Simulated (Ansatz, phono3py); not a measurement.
# Scattering channels in ZnSe (Stilleite, F-43m), one at a time, part 5 of 5

Wanted: the sensitivity of κ of ZnSe (Stilleite) to the choices of the transport step.

Experimental results on record:
- thermal conductivity 19 W/m/K near room temperature (given in “Combining the AFLOW GIBBS and Elastic Libraries to efficiently and robustly screen thermo-mechanical properties of solids”, 2017, arXiv:1611.05714)

Ansatz 0.2.0 and phono3py 4.10.0; DFT LDA, scalar-relativistic, plane waves, PAW; PAW set soft_1 (the session's first sound run).

So far, κ at 300 K (W/m/K): step 3 (relaxation-time solution) 25.0; step 16 (solver LBTE) 26; step 17 (solver RTA with coherences (SMM19)) 25.2; step 18 (delta function Gaussian, sigma 0.4 THz) 21.6; step 19 (delta function Gaussian, sigma 1 THz) 19.4.

### 21. Without the dipole term, third order supercell 3×3×3, supercell 6×6×6

Level of this step: DFT LDA, scalar-relativistic, plane waves, PAW; PAW set soft_1; phono3py on Ansatz's force constants (phono3py).

Dropping the dipole term tests how much its part of the interpolation matters for κ.

Input file phono3py.yaml:

```yaml
phono3py:
  version: "4.10.0"
  frequency_unit_conversion_factor: 15.633302
  symmetry_tolerance: 1.00000e-05

physical_unit:
  atomic_mass: "AMU"
  length: "angstrom"

space_group:
  type: "F-43m"
  number: 216
  Hall_symbol: "F -4 2 3"

primitive_matrix:
- [  1.000000000000000,  0.000000000000000,  0.000000000000000 ]
- [  0.000000000000000,  1.000000000000000,  0.000000000000000 ]
- [  0.000000000000000,  0.000000000000000,  1.000000000000000 ]

supercell_matrix:
- [   3,   0,   0 ]
- [   0,   3,   0 ]
- [   0,   0,   3 ]

# [primitive_cell block left out]
unit_cell:
  lattice:
  - [     0.000000000000000,     2.783675540400000,     2.783675540400000 ] # a
  - [     2.783675540400000,     0.000000000000000,     2.783675540400000 ] # b
  - [     2.783675540400000,     2.783675540400000,     0.000000000000000 ] # c
  points:
  - symbol: Zn # 1
    coordinates: [  0.000000000000000,  0.000000000000000,  0.000000000000000 ]
    mass: 65.380000
    reduced_to: 1
  - symbol: Se # 2
    coordinates: [  0.250000000000000,  0.250000000000000,  0.250000000000000 ]
    mass: 78.971000
    reduced_to: 2

# [supercell block left out]
phonon_supercell_matrix:
- [   6,   0,   0 ]
- [   0,   6,   0 ]
- [   0,   0,   6 ]

# [phonon_primitive_cell block left out]
# [phonon_supercell block left out]
nac:
  born_effective_charge:
  - # 1 (Zn)
    - [  1.968590722944593,  0.000000000000000,  0.000000000000000 ]
    - [  0.000000000000000,  1.968590722944592,  0.000000000000000 ]
    - [  0.000000000000000,  0.000000000000000,  1.968590722944592 ]
  - # 2 (Se)
    - [ -1.968590722944593,  0.000000000000000,  0.000000000000000 ]
    - [  0.000000000000000, -1.968590722944592,  0.000000000000000 ]
    - [  0.000000000000000,  0.000000000000000, -1.968590722944592 ]
  dielectric_constant:
    - [  7.507303767595457,  0.000000000000000,  0.000000000000000 ]
    - [  0.000000000000000,  7.507303767595457,  0.000000000000000 ]
    - [  0.000000000000000,  0.000000000000000,  7.507303767595456 ]
  unit_conversion_factor: 14.399645
```

The run is started by

```bash
phono3py phono3py.yaml --mesh 19 19 19 --br --isotope --nonac --ts 100 300 600
```

What it wrote:

```text
Rust backend (phonors) using rayon (8 threads).
Running in phono3py.load mode.
Spglib version 2.8.0
----------------------------- General settings -----------------------------
Run mode: conductivity-RTA
HDF5 data compression filter: gzip
Crystal structure was read from "phono3py.yaml".
Supercell (dim): [3 3 3]
Phonon supercell (dim-fc2): [6 6 6]
Primitive matrix:
  [1. 0. 0.]
  [0. 1. 0.]
  [0. 0. 1.]
Spacegroup: F-43m (216)
Use -v option to watch primitive cell, unit cell, and supercell structures.
fc3 was read from "fc3.hdf5".
fc2 was read from "fc2.hdf5".
----------------------------- Force constants ------------------------------
Max drift of fc3: -0.00000500 (xzy) -0.00000500 (xzy) -0.00000500 (xyz)
Max drift of fc2: 0.00002100 (yy) 0.00002100 (yy)
--------------------------- Calculation settings ---------------------------
BZ integration: Tetrahedron-method
Temperature:  100.0  300.0  600.0
Cutoff frequency: 0.01
Mesh sampling: [ 19 19 19 ]
Generating grid system ... [ 19 19 19 ]
fc3-r2q-transformation over three atoms: True
--------------------------- Phonon calculations ----------------------------
Running harmonic phonon calculations...
-------------------- Lattice thermal conductivity (RTA) --------------------
Running heat capacity calculations...
Running velocity calculations...
Running isotope scattering calculations with tetrahedron method...
======================= Grid point 0 (1/220) =======================
q-point: ( 0.00  0.00  0.00)
Boundary mean free path (millimeter): 1000.000
Mass variance parameters: 5.98e-04 4.63e-04
Number of triplets: 220
Frequency     group velocity (x, y, z)     |gv|
   0.006   (   0.000    0.000   -0.000)    0.000
   0.006   (   0.000   -0.000    0.000)    0.000
   0.006   (   0.000    0.000    0.000)    0.000
   6.529   (  -0.000    0.000   -0.000)    0.000
   6.529   (  -0.000    0.000   -0.000)    0.000
   6.529   (  -0.000    0.000   -0.000)    0.000
======================= Grid point 1 (2/220) =======================
q-point: ( 0.05  0.00  0.00)
Boundary mean free path (millimeter): 1000.000
Mass variance parameters: 5.98e-04 4.63e-04
Number of triplets: 670
Frequency     group velocity (x, y, z)     |gv|
   0.336   ( -11.777   11.777   11.777)   20.398
   0.336   ( -11.777   11.777   11.777)   20.398
   0.782   ( -27.460   27.460   27.460)   47.561
   6.533   (  -0.187    0.187    0.187)    0.324
   6.533   (  -0.187    0.187    0.187)    0.324
   6.708   ( -11.565   11.565   11.565)   20.032
[217 grid points left out]
======================= Grid point 1647 (220/220) =======================
q-point: (-0.26  0.47  0.21)
Boundary mean free path (millimeter): 1000.000
Mass variance parameters: 5.98e-04 4.63e-04
Number of triplets: 1810
Frequency     group velocity (x, y, z)     |gv|
   2.486   (   3.342    1.542    0.000)    3.680
   2.805   (  -1.168    1.461    0.000)    1.871
   5.459   (  11.202   -3.568   -0.000)   11.757
   5.667   ( -10.779    0.622    0.000)   10.797
   6.737   (   1.201    0.250    0.000)    1.226
   7.033   (  -0.426    0.667    0.000)    0.791
=================== End of collection of collisions ===================
----------- Thermal conductivity (W/m-k) with tetrahedron method -----------
#  T(K)        xx         yy         zz         yz         xz         xy
  100.0      90.943     90.943     90.943      0.000     -0.000     -0.000
  300.0      26.310     26.310     26.310      0.000     -0.000     -0.000
  600.0      13.273     13.273     13.273      0.000     -0.000     -0.000

Thermal conductivity related properties were written into
"kappa-m191919.hdf5".
Summary of calculation was written in "phono3py.yaml".
```

Run time: 30 s. Hardware: 8 threads of Arm Neoverse V2, shared host; peak memory 0.1 GiB.

This step gave:

```yaml
kappa_at_300_k: 26.31 W/m/K
kappa_xx_yy_zz_at_300_k: 26.31, 26.31, 26.31 W/m/K
```

W/m/K. Kappa, by row:

| T (K) | xx | yy | zz | yz | xz | xy |
| --- | --- | --- | --- | --- | --- | --- |
| 100 | 90.94 | 90.94 | 90.94 | 0 | 0 | 0 |
| 300 | 26.31 | 26.31 | 26.31 | 0 | 0 | 0 |
| 600 | 13.27 | 13.27 | 13.27 | 0 | 0 | 0 |

κ at 300 K goes from 25.0 to 26.3 W/(m K). Only the interpolation between the solved wavevectors changes, and the fewer these are, the more it matters.

### 22. A changed mass, third order supercell 3×3×3, supercell 6×6×6

Changing one mass at fixed force constants separates the effect of mass from that of bonding.

phono3py.yaml is that of step 21.

The run is started by

```bash
phono3py phono3py.yaml --mesh 19 19 19 --br --mass 65.380 157.942 --ts 100 300 600
```

What it wrote:

```text
[banner, memory and clock lines left out]
Rust backend (phonors) using rayon (8 threads).
Running in phono3py.load mode.
Spglib version 2.8.0
----------------------------- General settings -----------------------------
Run mode: conductivity-RTA
HDF5 data compression filter: gzip
Crystal structure was read from "phono3py.yaml".
Supercell (dim): [3 3 3]
Phonon supercell (dim-fc2): [6 6 6]
Primitive matrix:
  [1. 0. 0.]
  [0. 1. 0.]
  [0. 0. 1.]
Spacegroup: F-43m (216)
Use -v option to watch primitive cell, unit cell, and supercell structures.
NAC parameters were read from "phono3py.yaml".
fc3 was read from "fc3.hdf5".
fc2 was read from "fc2.hdf5".
----------------------------- Force constants ------------------------------
Max drift of fc3: -0.00000500 (xzy) -0.00000500 (xzy) -0.00000500 (xyz)
Max drift of fc2: 0.00002100 (yy) 0.00002100 (yy)
--------------------------- Calculation settings ---------------------------
Non-analytical term correction (NAC): True
NAC unit conversion factor:  14.39964
BZ integration: Tetrahedron-method
Temperature:  100.0  300.0  600.0
Cutoff frequency: 0.01
Mesh sampling: [ 19 19 19 ]
Generating grid system ... [ 19 19 19 ]
fc3-r2q-transformation over three atoms: True
--------------------------- Phonon calculations ----------------------------
  PRB 50, 13035(R) (1994), PRB 55, 10355 (1997)
  G-cutoff distance: 1.18, Number of G-points: 307, Lambda: 0.34
Running harmonic phonon calculations...
-------------------- Lattice thermal conductivity (RTA) --------------------
Running heat capacity calculations...
Running velocity calculations...
======================= Grid point 0 (1/220) =======================
q-point: ( 0.00  0.00  0.00)
Boundary mean free path (millimeter): 1000.000
Number of triplets: 220
Frequency     group velocity (x, y, z)     |gv|
   0.005   (   0.000    0.000   -0.000)    0.000
   0.005   (   0.000   -0.000   -0.000)    0.000
   0.005   (  -0.000    0.000   -0.000)    0.000
   5.743   (  -0.000    0.000    0.000)    0.000
   5.743   (  -0.000    0.000    0.000)    0.000
   5.743   (  -0.000    0.000   -0.000)    0.000
======================= Grid point 1 (2/220) =======================
q-point: ( 0.05  0.00  0.00)
Boundary mean free path (millimeter): 1000.000
Number of triplets: 670
Frequency     group velocity (x, y, z)     |gv|
   0.269   (  -9.446    9.446    9.446)   16.360
   0.269   (  -9.446    9.446    9.446)   16.360
   0.652   ( -22.570   22.570   22.570)   39.093
   5.740   (   0.214   -0.214   -0.214)    0.370
   5.740   (   0.214   -0.214   -0.214)    0.370
   6.654   (   0.793   -0.793   -0.793)    1.373
[217 grid points left out]
======================= Grid point 1647 (220/220) =======================
q-point: (-0.26  0.47  0.21)
Boundary mean free path (millimeter): 1000.000
Number of triplets: 1810
Frequency     group velocity (x, y, z)     |gv|
   2.126   (   4.666    1.757    0.000)    4.986
   2.352   (  -2.521    0.796    0.000)    2.644
   3.928   (   0.853   -1.122   -0.000)    1.409
   5.572   (   0.125   -0.934   -0.000)    0.942
   5.719   (   1.428    0.054   -0.000)    1.429
   5.804   (  -2.201   -0.026    0.000)    2.201
=================== End of collection of collisions ===================
----------- Thermal conductivity (W/m-k) with tetrahedron method -----------
#  T(K)        xx         yy         zz         yz         xz         xy
  100.0     159.812    159.812    159.812      0.000     -0.000     -0.000
  300.0      47.192     47.192     47.192      0.000     -0.000     -0.000
  600.0      23.318     23.318     23.318      0.000     -0.000     -0.000

Thermal conductivity related properties were written into
"kappa-m191919.hdf5".
Summary of calculation was written in "phono3py.yaml".
```

It took 26 s on 8 threads; peak memory 0.1 GiB; 2.6 min of CPU time.

Numbers from this step:

```yaml
kappa_at_300_k: 47.19 W/m/K
kappa_xx_yy_zz_at_300_k: 47.19, 47.19, 47.19 W/m/K
```

W/m/K. Kappa, by row:

| T (K) | xx | yy | zz | yz | xz | xy |
| --- | --- | --- | --- | --- | --- | --- |
| 100 | 159.8 | 159.8 | 159.8 | 0 | 0 | 0 |
| 300 | 47.19 | 47.19 | 47.19 | 0 | 0 | 0 |
| 600 | 23.32 | 23.32 | 23.32 | 0 | 0 | 0 |

Without isotope scattering in either run, κ at 300 K goes from 27.2 to 47.2 W/(m K).

### 23. Mass disorder, third order supercell 3×3×3, supercell 6×6×6

A typed mass variance takes the place of the natural one on the sites of one element, as a model of more or less disorder.

phono3py.yaml is that of step 22.

The run is started by

```bash
phono3py phono3py.yaml --mesh 19 19 19 --br --isotope --mv 0.0005982 0.03 --ts 100 150 200 300 400 500 600 800
```

What it wrote:

```text
[banner, memory and clock lines left out]
Rust backend (phonors) using rayon (8 threads).
Running in phono3py.load mode.
Spglib version 2.8.0
----------------------------- General settings -----------------------------
Run mode: conductivity-RTA
HDF5 data compression filter: gzip
Crystal structure was read from "phono3py.yaml".
Supercell (dim): [3 3 3]
Phonon supercell (dim-fc2): [6 6 6]
Primitive matrix:
  [1. 0. 0.]
  [0. 1. 0.]
  [0. 0. 1.]
Spacegroup: F-43m (216)
Use -v option to watch primitive cell, unit cell, and supercell structures.
NAC parameters were read from "phono3py.yaml".
fc3 was read from "fc3.hdf5".
fc2 was read from "fc2.hdf5".
----------------------------- Force constants ------------------------------
Max drift of fc3: -0.00000500 (xzy) -0.00000500 (xzy) -0.00000500 (xyz)
Max drift of fc2: 0.00002100 (yy) 0.00002100 (yy)
--------------------------- Calculation settings ---------------------------
Non-analytical term correction (NAC): True
NAC unit conversion factor:  14.39964
BZ integration: Tetrahedron-method
Temperature:  100.0  150.0  200.0  300.0  400.0 ... 800.0
Cutoff frequency: 0.01
Mesh sampling: [ 19 19 19 ]
Generating grid system ... [ 19 19 19 ]
fc3-r2q-transformation over three atoms: True
--------------------------- Phonon calculations ----------------------------
  PRB 50, 13035(R) (1994), PRB 55, 10355 (1997)
  G-cutoff distance: 1.18, Number of G-points: 307, Lambda: 0.34
Running harmonic phonon calculations...
-------------------- Lattice thermal conductivity (RTA) --------------------
Running heat capacity calculations...
Running velocity calculations...
Running isotope scattering calculations with tetrahedron method...
======================= Grid point 0 (1/220) =======================
q-point: ( 0.00  0.00  0.00)
Boundary mean free path (millimeter): 1000.000
Mass variance parameters: 5.98e-04 3.00e-02
Number of triplets: 220
Frequency     group velocity (x, y, z)     |gv|
   0.006   (   0.000    0.000    0.000)    0.000
   0.006   (  -0.000    0.000    0.000)    0.000
   0.006   (   0.000    0.000    0.000)    0.000
   6.529   (   0.000    0.000   -0.000)    0.000
   6.529   (   0.000    0.000    0.000)    0.000
   6.529   (  -0.000    0.000   -0.000)    0.000
======================= Grid point 1 (2/220) =======================
q-point: ( 0.05  0.00  0.00)
Boundary mean free path (millimeter): 1000.000
Mass variance parameters: 5.98e-04 3.00e-02
Number of triplets: 670
Frequency     group velocity (x, y, z)     |gv|
   0.334   ( -11.727   11.727   11.727)   20.311
   0.334   ( -11.727   11.727   11.727)   20.311
   0.811   ( -28.093   28.093   28.093)   48.659
   6.530   (  -0.039    0.039    0.039)    0.067
   6.530   (  -0.039    0.039    0.039)    0.067
   7.563   (   1.025   -1.025   -1.025)    1.775
[217 grid points left out]
======================= Grid point 1647 (220/220) =======================
q-point: (-0.26  0.47  0.21)
Boundary mean free path (millimeter): 1000.000
Mass variance parameters: 5.98e-04 3.00e-02
Number of triplets: 1810
Frequency     group velocity (x, y, z)     |gv|
   2.487   (   3.779    1.599    0.000)    4.104
   2.817   (  -1.508    1.374    0.000)    2.040
   5.462   (  11.197   -3.464   -0.000)   11.720
   5.671   ( -10.810    0.598    0.000)   10.827
   6.732   (   1.206    0.188    0.000)    1.221
   7.030   (  -0.518    0.613    0.000)    0.803
=================== End of collection of collisions ===================
----------- Thermal conductivity (W/m-k) with tetrahedron method -----------
#  T(K)        xx         yy         zz         yz         xz         xy
  100.0      23.392     23.392     23.392      0.000     -0.000     -0.000
  150.0      18.172     18.172     18.172      0.000     -0.000     -0.000
  200.0      15.222     15.222     15.222      0.000     -0.000     -0.000
  300.0      11.833     11.833     11.833      0.000     -0.000     -0.000
  400.0       9.845      9.845      9.845      0.000     -0.000     -0.000
  500.0       8.497      8.497      8.497      0.000     -0.000     -0.000
  600.0       7.507      7.507      7.507      0.000     -0.000     -0.000
  800.0       6.132      6.132      6.132      0.000     -0.000     -0.000

Thermal conductivity related properties were written into
"kappa-m191919.hdf5".
Summary of calculation was written in "phono3py.yaml".
```

Run time: 30 s. Hardware: 8 threads; peak memory 0.1 GiB.

Numbers from this step:

```yaml
kappa_at_300_k: 11.83 W/m/K
kappa_xx_yy_zz_at_300_k: 11.83, 11.83, 11.83 W/m/K
```

W/m/K. Kappa, by row:

| T (K) | xx | yy | zz | yz | xz | xy |
| --- | --- | --- | --- | --- | --- | --- |
| 100 | 23.39 | 23.39 | 23.39 | 0 | 0 | 0 |
| 150 | 18.17 | 18.17 | 18.17 | 0 | 0 | 0 |
| 200 | 15.22 | 15.22 | 15.22 | 0 | 0 | 0 |
| 300 | 11.83 | 11.83 | 11.83 | 0 | 0 | 0 |
| 400 | 9.845 | 9.845 | 9.845 | 0 | 0 | 0 |
| 500 | 8.497 | 8.497 | 8.497 | 0 | 0 | 0 |
| 600 | 7.507 | 7.507 | 7.507 | 0 | 0 | 0 |
| 800 | 6.132 | 6.132 | 6.132 | 0 | 0 | 0 |

κ at 300 K goes from 25.0 in the base run to 11.8 W/(m K).

### 24. A faulty attempt, third order supercell 3×3×3, supercell 6×6×6

This input was changed on purpose, to see how the program answers.

phono3py.yaml is that of step 23.

The run is started by

```bash
phono3py phono3py.yaml --br --ts 300
```

What it wrote:

```text
Rust backend (phonors) using rayon (8 threads).
Running in phono3py.load mode.
Spglib version 2.8.0
----------------------------- General settings -----------------------------
Run mode: conductivity-RTA
HDF5 data compression filter: gzip
Crystal structure was read from "phono3py.yaml".
Supercell (dim): [3 3 3]
Phonon supercell (dim-fc2): [6 6 6]
Primitive matrix:
  [1. 0. 0.]
  [0. 1. 0.]
  [0. 0. 1.]
Spacegroup: F-43m (216)
Use -v option to watch primitive cell, unit cell, and supercell structures.

Mesh numbers have to be specified.

  ___ _ __ _ __ ___  _ __
 / _ \ '__| '__/ _ \| '__|
|  __/ |  | | | (_) | |
 \___|_|  |_|  \___/|_|
```

Elapsed: 1.7 s, on 8 threads; peak memory 0.1 GiB.

The run ended with an error.

The fault put into the input: no mesh.

### 25. Results

```
κ at 300 K, RTA, natural isotopes, mesh 19×19×19 : 25.0 W/m/K
κ at 300 K, RTA, pure, mesh 19×19×19             : 27.2 W/m/K
κ at 300 K, LBTE, mesh 19×19×19                  : 26 W/m/K
κ at 300 K, with coherences, mesh 19×19×19       : 25.2 W/m/K
κ at 300 K, no dipole term, mesh 19×19×19        : 26.3 W/m/K
```

On these constants κ of ZnSe (Stilleite) at 300 K is 25.0 W/(m K) in the base run, by relaxation time; smearing and coherences move that between 19.4 and 25.2. The full solution gives 26 W/(m K) (phono3py, mesh 19×19×19). On the same constants and mesh Ansatz's figure, which includes its coherence part, and phono3py's, which doesn't, differ by up to 2.2 %; with phono3py's own coherence part added, which is defined differently, the largest difference is 0.88 %. The last step of the mesh series (23 to 29) moves κ at 300 K by +3.7 %, while the coarsest mesh gives 58 % of the densest value. Normal processes make 49 % of the three-phonon scattering at 300 K, weighting modes by their heat capacity. A boundary length of 0.01 µm leaves 12 % of κ at 300 K. A boundary length of 0.3 µm leaves 58 % of κ at 300 K. Scaling the mass of Se by 2 at fixed force constants, a model exercise, multiplies the isotope-free κ by 1.74. A mass variance of 0.03 on the Se sites, typed in place of the natural one, gives 47 % of the base value. A measured thermal conductivity near room temperature is 19 W/m/K (arXiv:1611.05714); the calculated 26 W/m/K differs by +37 %. Four-phonon, defect and boundary scattering, which are left out, would lower the calculated value; thermal expansion is left out too. The PAW files were made for PBE and are used here under another functional, for which the program regenerates the frozen cores.

[Logs are printed without paths, hosts, clocks, repeated set-up lines and the standing remarks that a program may print on its own settings, such as how far it seeks lower states.]

[Hosts, paths, dates, database ids (printed as entryN), source tags and the programs' standing remarks are cut or masked in the printed files.]

[A step with changed settings may run another functional than the one named; its input shows which.]
